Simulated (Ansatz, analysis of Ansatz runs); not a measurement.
**Zn3SbN3 (Cm), V_Zn hop (3.1 Å): attempt frequency at charge −2**

Aim: the prefactor of a hop in Zn3SbN3 (Cm) (V_Zn hop (3.1 Å), charge −2) from the modes of the moving atom at the start and at the top of a path found beforehand. Model: a cell of 56 host atoms with 1 Zn taken out.

Calculated with Ansatz 0.2.0; plane-wave PAW DFT, PBEsol; finite-difference force constants of the moving atom alone.

### 1. The starting structure

The cell holds 55 atoms: 23 Zn, 8 Sb and 24 N. Its edges and angles: a = 9.402 Å, b = 9.402 Å, c = 11.075 Å, α = 114.5°, β = 114.5°, γ = 88.1°. It derives from Zn3SbN3 (space group Cm). Nearest the centre at fractional (0.761, 0.650, 0.340): N47 at 1.29 Å, Zn43 at 1.47 Å, Zn44 at 2.50 Å, N48 at 2.51 Å, N46 at 2.65 Å, Zn31 at 2.71 Å, N19 at 2.84 Å, Sb32 at 2.98 Å. The cell carries charge −2.

As a file:

```xyz
55
Lattice="6.7597 -6.5343 0.0061 6.7597 6.5343 0.0061 -6.3964 0.0000 9.0407" Properties=species:S:1:pos:R:3 pbc="T T T"
Zn   -0.3805   -0.0001    4.0309
Zn    1.5756   -1.4374    2.1877
Zn    1.5774    1.4389    2.1885
Sb    3.1895    0.0013    4.5412
N    -0.0748    1.6991    3.1868
N    -0.0761   -1.6993    3.1869
N     1.4500    0.0014    0.8464
Zn   -3.6044    0.0021    8.4943
Zn   -1.5807   -1.4517    6.7018
Zn   -1.5777    1.4585    6.7000
Sb   -0.0066    0.0018    9.0777
N    -3.2540    1.7319    7.6779
N    -3.2555   -1.7287    7.6794
N    -1.7346    0.0023    5.4048
Zn    2.9763    3.2710    3.9683
Zn    5.0075    1.7742    2.2408
Zn    4.9886    4.6814    2.1920
Sb    6.5463    3.2158    4.4954
N     3.3265    5.0156    3.1763
N     3.3003    1.5370    3.1527
N     4.8127    3.2450    0.8690
Zn   -0.2371    3.2708    8.5240
Zn    1.7927    1.8204    6.6829
Zn    1.7769    4.7170    6.6906
Sb    3.3261    3.2744    9.0602
N     0.1140    4.9971    7.6882
N     0.1372    1.5380    7.7013
N     1.6520    3.2742    5.3783
Zn    2.9760   -3.2683    3.9670
Zn    4.9905   -4.6796    2.1906
Zn    5.0072   -1.7728    2.2415
Sb    6.5465   -3.2173    4.4962
N     3.2995   -1.5335    3.1522
N     3.3280   -5.0128    3.1753
N     4.8157   -3.2423    0.8685
Zn   -0.2351   -3.2663    8.5222
Zn    1.7783   -4.7159    6.6883
Zn    1.7921   -1.8169    6.6803
Sb    3.3241   -3.2716    9.0584
N     0.1365   -1.5326    7.6994
N     0.1153   -4.9932    7.6871
N     1.6521   -3.2724    5.3773
Zn    8.3309   -1.4132    2.2253
Zn    8.3326    1.4146    2.2245
Sb    9.9227    0.0019    4.5590
N     6.7190    1.8429    3.0770
N     6.7180   -1.8428    3.0791
N     8.2631    0.0003    0.8565
Zn    3.1880    0.0021    8.4849
Zn    5.1724   -1.4037    6.6367
Zn    5.1733    1.4081    6.6356
Sb    6.7079    0.0025    9.0510
N     3.5146    1.7481    7.6860
N     3.5133   -1.7442    7.6854
N     5.0242    0.0016    5.3316
```

The cell's shortest repeat is 9.4 Å.

### 2. Vibrations of the moving atom at the start point

Harmonic transition-state theory takes the prefactor from the modes at the minimum and at the top. Only the moving atom is displaced, by 0.02 Å, which takes six displaced runs and a reference; the host's atoms are held.

qm2.start.modes/input.yaml reads:

```yaml
crystal:
  lattice:
    - [6.75971426, -6.53433939, 0.00612541]
    - [6.75971426, 6.53433939, 0.00612541]
    - [-6.39637934, 0.0, 9.04065438]
  atoms:
    - { symbol: Zn, position: [0.18268859, 0.18267887, 0.44561393] }
    - { symbol: Zn, position: [0.34087543, 0.12089433, 0.24167692] }
    - { symbol: Zn, position: [0.12095697, 0.34115667, 0.24175724] }
    - { symbol: Sb, position: [0.47316784, 0.47337273, 0.50166874] }
    - { symbol: "N", position: [0.03112862, 0.29115244, 0.35228151] }
    - { symbol: "N", position: [0.29107924, 0.03102162, 0.35229399] }
    - { symbol: "N", position: [0.15134121, 0.1515531, 0.09341314] }
    - { symbol: Zn, position: [0.17764469, 0.17796893, 0.93932305] }
    - { symbol: Zn, position: [0.34473719, 0.12256869, 0.74097652] }
    - { symbol: Zn, position: [0.12217747, 0.34538227, 0.7407769] }
    - { symbol: Sb, position: [0.47413562, 0.47440549, 1.00345181] }
    - { symbol: "N", position: [0.02849497, 0.29353393, 0.84904596] }
    - { symbol: "N", position: [0.29325395, 0.02869845, 0.84920722] }
    - { symbol: "N", position: [0.15426353, 0.15462267, 0.59761944] }
    - { symbol: Zn, position: [0.17725594, 0.67784049, 0.43835562] }
    - { symbol: Zn, position: [0.35159106, 0.62311582, 0.24720185] }
    - { symbol: Zn, position: [0.12518981, 0.84161594, 0.24180959] }
    - { symbol: Sb, position: [0.47294986, 0.96508116, 0.49627323] }
    - { symbol: "N", position: [0.02823058, 0.79580032, 0.35077243] }
    - { symbol: "N", position: [0.29123331, 0.52645581, 0.3481705] }
    - { symbol: "N", position: [0.15290148, 0.64951429, 0.09558257] }
    - { symbol: Zn, position: [0.17799076, 0.6785471, 0.9422669] }
    - { symbol: Zn, position: [0.34273195, 0.62131885, 0.7385513] }
    - { symbol: Zn, position: [0.12032616, 0.84220141, 0.73940977] }
    - { symbol: Sb, position: [0.4691594, 0.97026276, 1.00118611] }
    - { symbol: "N", position: [0.02814807, 0.79288805, 0.84985194] }
    - { symbol: "N", position: [0.29523274, 0.53060516, 0.85129638] }
    - { symbol: "N", position: [0.15286094, 0.65394114, 0.59435603] }
    - { symbol: Zn, position: [0.67754665, 0.17736785, 0.43821943] }
    - { symbol: Zn, position: [0.84154576, 0.12538445, 0.24165417] }
    - { symbol: Zn, position: [0.62301474, 0.35170525, 0.24727157] }
    - { symbol: Sb, position: [0.96525277, 0.47288207, 0.49635757] }
    - { symbol: "N", position: [0.52610637, 0.29141929, 0.34811761] }
    - { symbol: "N", position: [0.79564608, 0.02850561, 0.35066718] }
    - { symbol: "N", position: [0.64949963, 0.15330742, 0.09552605] }
    - { symbol: Zn, position: [0.67825742, 0.17839689, 0.94207208] }
    - { symbol: Zn, position: [0.84209724, 0.12039055, 0.73914554] }
    - { symbol: Zn, position: [0.62087778, 0.34282384, 0.73826609] }
    - { symbol: Sb, position: [0.96981004, 0.46913216, 1.00098708] }
    - { symbol: "N", position: [0.53004052, 0.29548944, 0.85108024] }
    - { symbol: "N", position: [0.79263073, 0.02848719, 0.84972755] }
    - { symbol: "N", position: [0.65375031, 0.15295698, 0.59424878] }
    - { symbol: Zn, position: [0.84034258, 0.62406564, 0.24515127] }
    - { symbol: Zn, position: [0.62404553, 0.84053575, 0.24506213] }
    - { symbol: Sb, position: [0.97177581, 0.97207009, 0.50296069] }
    - { symbol: "N", position: [0.51658457, 0.79861221, 0.33946381] }
    - { symbol: "N", position: [0.79863818, 0.51662775, 0.33968884] }
    - { symbol: "N", position: [0.65558803, 0.65562785, 0.0938516] }
    - { symbol: Zn, position: [0.67925642, 0.6795769, 0.93761085] }
    - { symbol: Zn, position: [0.8368527, 0.62203945, 0.73311194] }
    - { symbol: Zn, position: [0.62170192, 0.83719228, 0.73298236] }
    - { symbol: Sb, position: [0.9690235, 0.96940909, 0.99983271] }
    - { symbol: "N", position: [0.52800942, 0.79554083, 0.84926586] }
    - { symbol: "N", position: [0.79511029, 0.52818602, 0.84919811] }
    - { symbol: "N", position: [0.65011121, 0.65035113, 0.58885052] }
  symmetry: { detect: false }
total_charge: -2
basis:
  ecutwfc: 420
  xc_grid: 2
hamiltonian:
  xc: pbesol
kpoints:
  mp_grid: { grid: [1, 1, 1], shift: [0.25, 0.25, 0.25] }
scf:
  occupations: { method: fixed }
  max_iter: 150
phonons:
  supercell: [1, 1, 1]
  displaced_sites: [42]
  amplitude: 0.02
```

Run with:

```
$ ansatz run input.yaml --threads 32 --pin off --max-ram 84787MiB --backend cuda --events-out ev --progress --plain --runs-dir out --max-vram 78GiB
```

Numbers of over 12 decimals in the logs are rounded to 6 here.

Log:

```text
Engine: ansatz 0.2.0, aarch64-unknown-linux-gnu
[...]
Pseudopotential: Zn, paw, valence charge 12, recommended cutoff 420 eV (normal), Zn.paw.azcp
Pseudopotential: Sb, paw, valence charge 15, recommended cutoff 420 eV (normal), Sb.paw.azcp
Pseudopotential: N, paw, valence charge 5, recommended cutoff 420 eV (normal), N.paw.azcp
Functional definition: PBEsol
[...]
Crystal: 55 atoms, lattice volume = 799.168 Å³
Basis set: ecut = 420 eV, 15649 PW (Γ), exchange–correlation on 128×128×150 points (8 copies of the dense FFT grid, shifted against one another)
Bands: 314, of which v1, the nominal top of the filled ones, is band 259 counted from 1 (258 counted from 0)
[...]
k-points: 1
[...]
Functional: x = pbesol(κ = 0.804, μ = 0.123457), c = pbesol(β = 0.046)
[...]
SCF iter   2: F=—  HF=-135784.735444 eV  |F-HF|=—  |Δ(HF+E_count)|=    1.06e0  Δρ=4.63e-3  dr2=1.61e-1  ethr=7.46e-4  ⟨swp⟩=2.0  Hψ=553  notcnv=0  defer=51
[...]
SCF 1 converged in 15 iterations: F = -135784.561419 eV  dr2 = 7.53e-10
[...]
SCF iter   2: F=—  HF=-135784.557297 eV  |F-HF|=—  |Δ(HF+E_count)|=   9.66e-4  Δρ=1.74e-4  dr2=1.39e-4  ethr=1.41e-7  ⟨swp⟩=2.0  Hψ=481  notcnv=0  defer=51
[...]
SCF iter  11: F=-135784.558522 eV  HF=-135784.558522 eV  |F-HF|=5.82e-11  |Δ(HF+E_count)|=  5.82e-11  Δρ=7.36e-8  dr2=6.30e-11  ethr=1.00e-12  ⟨swp⟩=4.0  Hψ=1046  notcnv=0
[...]
SCF 3 converged in 8 iterations: F = -135784.558623 eV  dr2 = 1.60e-11
[...]
SCF 6 converged in 11 iterations: F = -135784.559670 eV  dr2 = 4.21e-11
[...]
SCF 7 converged in 7 iterations: F = -135784.559589 eV  dr2 = 6.53e-11
SCF converged after 15 iterations
[...]
--- Band table (eV) ---
[...]
--- Phonons: 6 displaced members + reference (amplitude 0.02 Å, Σ member SCF iterations 55) ---
  symmetry images taken by strict's conditions (phonons.symmetry_images: auto; settled by no image being taken that strict refuses)
  force constants formed among 1 of 55 sites (Zn 42); the other 54 at rest. The modes move the named sites alone.
  the frequencies, the zero-point energy and the sums are of the block with the acoustic sum rule laid on its rows. Row sums over every site: 4.5e-5 eV/Å² at the most
  transpose residual: 2.6e-3 eV/Å²
  largest component of a force at the reference: 3.4e-3 eV/Å on a named site, 1.9e-2 eV/Å on a site at rest
  frequencies among the named sites at Γ of the cell (cm⁻¹): 114.40 213.04 258.24
  unstable modes among the named sites: 0
  frequencies as built, with no sum rule (cm⁻¹): 114.40 213.04 258.24
  zero-point energy: 0.036307 eV/cell   skipped modes (ω ≤ 0): 0
  not written: the harmonic force-constant file, the file of eigenvectors (these modes' are written with the force constants), the density of states and the dispersion, which are of every site
[...]
```

It took 3.2 s on 1 × NVIDIA GB200 with 32 threads of Arm Neoverse V2, shared host; peak memory 1.4 GiB.

In the SCF lines HF is the Harris–Foulkes energy and dr2 the Hartree energy of the density residual, in eV; the loop may stop once dr2 is under the threshold and the program's other checks hold. Hψ counts applications of the Hamiltonian.

Read from the output:

| Quantity | Value |
| --- | --- |
| free energy | -135784.5614 eV |
| frequencies of moving atom | 114.4, 213.0, 258.2 cm⁻¹ (negative: imaginary) |

The three modes are 114, 213 and 258 cm⁻¹: all real, a minimum for this atom with the others held.

### 3. Vibrations of the moving atom at the top of the path

The same at the top, where the mode along the path should be imaginary.

qm2.top.modes/input.yaml reads:

```yaml
crystal:
  lattice:
    - [6.75971426, -6.53433939, 0.00612541]
    - [6.75971426, 6.53433939, 0.00612541]
    - [-6.39637934, 0.0, 9.04065438]
  atoms:
    - { symbol: Zn, position: [0.19073316, 0.17273041, 0.44628679] }
    - { symbol: Zn, position: [0.34209848, 0.11818885, 0.24556894] }
    - { symbol: Zn, position: [0.12482011, 0.34379961, 0.24314687] }
    - { symbol: Sb, position: [0.47171188, 0.47902389, 0.50401204] }
    - { symbol: "N", position: [0.04192753, 0.28702131, 0.35542574] }
    - { symbol: "N", position: [0.30206331, 0.01914332, 0.35454324] }
    - { symbol: "N", position: [0.15622471, 0.15082206, 0.09666864] }
    - { symbol: Zn, position: [0.18142041, 0.17859328, 0.94244242] }
    - { symbol: Zn, position: [0.33954671, 0.12495704, 0.74425808] }
    - { symbol: Zn, position: [0.11326901, 0.34648746, 0.73424983] }
    - { symbol: Sb, position: [0.46318182, 0.47361381, 0.99937852] }
    - { symbol: "N", position: [0.03358789, 0.29498706, 0.85210193] }
    - { symbol: "N", position: [0.2930909, 0.02365587, 0.85002141] }
    - { symbol: "N", position: [0.15263559, 0.15436772, 0.59807028] }
    - { symbol: Zn, position: [0.15901922, 0.67397442, 0.42928168] }
    - { symbol: Zn, position: [0.35620903, 0.62437638, 0.24667949] }
    - { symbol: Zn, position: [0.12392121, 0.83728818, 0.24624366] }
    - { symbol: Sb, position: [0.48710817, 0.95616431, 0.49819121] }
    - { symbol: "N", position: [0.02064868, 0.79861046, 0.35046607] }
    - { symbol: "N", position: [0.29157962, 0.53357647, 0.35038177] }
    - { symbol: "N", position: [0.15698206, 0.65059016, 0.09854442] }
    - { symbol: Zn, position: [0.17544868, 0.67717134, 0.94154508] }
    - { symbol: Zn, position: [0.34552552, 0.61932242, 0.73650847] }
    - { symbol: Zn, position: [0.11910067, 0.83734494, 0.73949902] }
    - { symbol: Sb, position: [0.47393019, 0.9670734, 0.99851757] }
    - { symbol: "N", position: [0.02595221, 0.7925897, 0.85145176] }
    - { symbol: "N", position: [0.28895302, 0.52970145, 0.845836] }
    - { symbol: "N", position: [0.15242907, 0.6513293, 0.59381463] }
    - { symbol: Zn, position: [0.6808529, 0.18625895, 0.44597954] }
    - { symbol: Zn, position: [0.84803639, 0.12692378, 0.24029683] }
    - { symbol: Zn, position: [0.62312813, 0.33913775, 0.24850341] }
    - { symbol: Sb, position: [0.97317272, 0.46471222, 0.50084589] }
    - { symbol: "N", position: [0.52236993, 0.29290251, 0.35219586] }
    - { symbol: "N", position: [0.7922977, 0.03817508, 0.34942997] }
    - { symbol: "N", position: [0.65163621, 0.15065534, 0.09356617] }
    - { symbol: Zn, position: [0.67963894, 0.18252323, 0.9427516] }
    - { symbol: Zn, position: [0.84950624, 0.12133736, 0.74289857] }
    - { symbol: Zn, position: [0.62315302, 0.34073519, 0.74194729] }
    - { symbol: Sb, position: [0.97541249, 0.46762932, 1.00729698] }
    - { symbol: "N", position: [0.52680585, 0.29587521, 0.85176985] }
    - { symbol: "N", position: [0.79531141, 0.03103667, 0.85274181] }
    - { symbol: "N", position: [0.65865261, 0.15224174, 0.59807107] }
    - { symbol: Zn, position: [0.73345168, 0.66998109, 0.30918137] }
    - { symbol: Zn, position: [0.59641201, 0.86996827, 0.22162282] }
    - { symbol: Sb, position: [0.96609624, 0.97158727, 0.49734006] }
    - { symbol: "N", position: [0.54106725, 0.7910868, 0.33824143] }
    - { symbol: "N", position: [0.80595567, 0.49522972, 0.33654321] }
    - { symbol: "N", position: [0.63906687, 0.66230124, 0.10199991] }
    - { symbol: Zn, position: [0.68386393, 0.67623451, 0.95200234] }
    - { symbol: Zn, position: [0.83494811, 0.62139697, 0.73991705] }
    - { symbol: Zn, position: [0.62697188, 0.83787797, 0.7371994] }
    - { symbol: Sb, position: [0.97098577, 0.97162048, 1.00320201] }
    - { symbol: "N", position: [0.53456038, 0.79023249, 0.85170037] }
    - { symbol: "N", position: [0.7970932, 0.52747377, 0.85741122] }
    - { symbol: "N", position: [0.65434942, 0.65091086, 0.59065533] }
  symmetry: { detect: false }
total_charge: -2
basis:
  ecutwfc: 420
  xc_grid: 2
hamiltonian:
  xc: pbesol
kpoints:
  mp_grid: { grid: [1, 1, 1], shift: [0.25, 0.25, 0.25] }
scf:
  occupations: { method: fixed }
  max_iter: 150
phonons:
  supercell: [1, 1, 1]
  displaced_sites: [42]
  amplitude: 0.02
```

Log:

```text
[...]
Crystal: 55 atoms, lattice volume = 799.168 Å³
Basis set: ecut = 420 eV, 15649 PW (Γ), exchange–correlation on 128×128×150 points (8 copies of the dense FFT grid, shifted against one another)
Bands: 314, of which v1, the nominal top of the filled ones, is band 259 counted from 1 (258 counted from 0)
[...]
k-points: 1
[...]
SCF iter   2: F=—  HF=-135783.753346 eV  |F-HF|=—  |Δ(HF+E_count)|=    1.05e0  Δρ=4.58e-3  dr2=1.60e-1  ethr=7.38e-4  ⟨swp⟩=2.0  Hψ=552  notcnv=0  defer=52
[...]
SCF 1 converged in 15 iterations: F = -135783.579216 eV  dr2 = 6.03e-10
[...]
SCF iter   2: F=—  HF=-135783.576786 eV  |F-HF|=—  |Δ(HF+E_count)|=   9.32e-4  Δρ=1.63e-4  dr2=1.00e-4  ethr=9.68e-8  ⟨swp⟩=2.0  Hψ=461  notcnv=0  defer=51
[...]
SCF iter  11: F=-135783.578046 eV  HF=-135783.578046 eV  |F-HF|=5.82e-11  |Δ(HF+E_count)|=  2.91e-11  Δρ=7.09e-8  dr2=4.48e-11  ethr=1.00e-12  ⟨swp⟩=4.0  Hψ=1015  notcnv=0
[...]
SCF 3 converged in 7 iterations: F = -135783.578517 eV  dr2 = 3.99e-11
[...]
SCF 6 converged in 11 iterations: F = -135783.578258 eV  dr2 = 4.83e-11
[...]
SCF 7 converged in 7 iterations: F = -135783.578085 eV  dr2 = 6.76e-11
SCF converged after 15 iterations
[...]
--- Band table (eV) ---
[...]
transpose residual: 4.1e-3 eV/Å²
[...]
frequencies among the named sites at Γ of the cell (cm⁻¹): -42.05 140.65 291.70
  unstable modes among the named sites: 1
  frequencies as built, with no sum rule (cm⁻¹): -42.05 140.65 291.70
  zero-point energy: 0.026802 eV/cell   skipped modes (ω ≤ 0): 1, of them read as no rigid motion or as one in doubt: 1 (1.000e0 modes/cell left out, lowest -42.05 cm⁻¹)
[...]
```

The job ended after 3.1 s (1 × NVIDIA GB200 with 32 threads; peak memory 1.6 GiB).

Numbers from this step:

```yaml
free_energy: -135783.5792 eV
frequencies_of_moving_atom: -42.05, 140.6, 291.7 cm⁻¹ (negative: imaginary)
```

The three modes are 42i, 141 and 292 cm⁻¹: one imaginary, a saddle of first order for this atom with the others held.

### 4. Attempt frequency and hop rate

Analysis of the runs above: harmonic transition-state theory from the moving atom's modes alone (Vineyard), PBEsol.

It gives:

```
attempt frequency : 4.599 THz
```

The hop rate by temperature:

```
temperature (K)  hop rate (1/s)
            200         8.2e-13
            300          1.5e-4
            400            1.94
            600           25854
            800           3.0e6
           1000           5.2e7
```

### 5. Summary of results

```json
{
  "attempt frequency (attempt frequency and hop rate)": "4.60 THz"
}
```

**Reading.** The attempt frequency, the product of the three frequencies at the start over that of the two real ones at the top (Vineyard), is 4.6 THz. With the barrier of 0.98 eV it gives 2.6e+04 hops a second at 600 K along this one path; equivalent neighbouring sites multiply that. The host's atoms were held, though they move along the path too, so the prefactor is rough. What this leaves open: one k-point off the zone centre stands for the whole zone; spin–orbit coupling, which can matter with heavy atoms, is left out.

[Logs are printed without paths, hosts, clocks, repeated set-up lines and the standing remarks that a program may print on its own settings, such as how far it seeks lower states.]

[Hosts, paths, dates, database ids (printed as entryN), source tags and the programs' standing remarks are cut or masked in the printed files.]
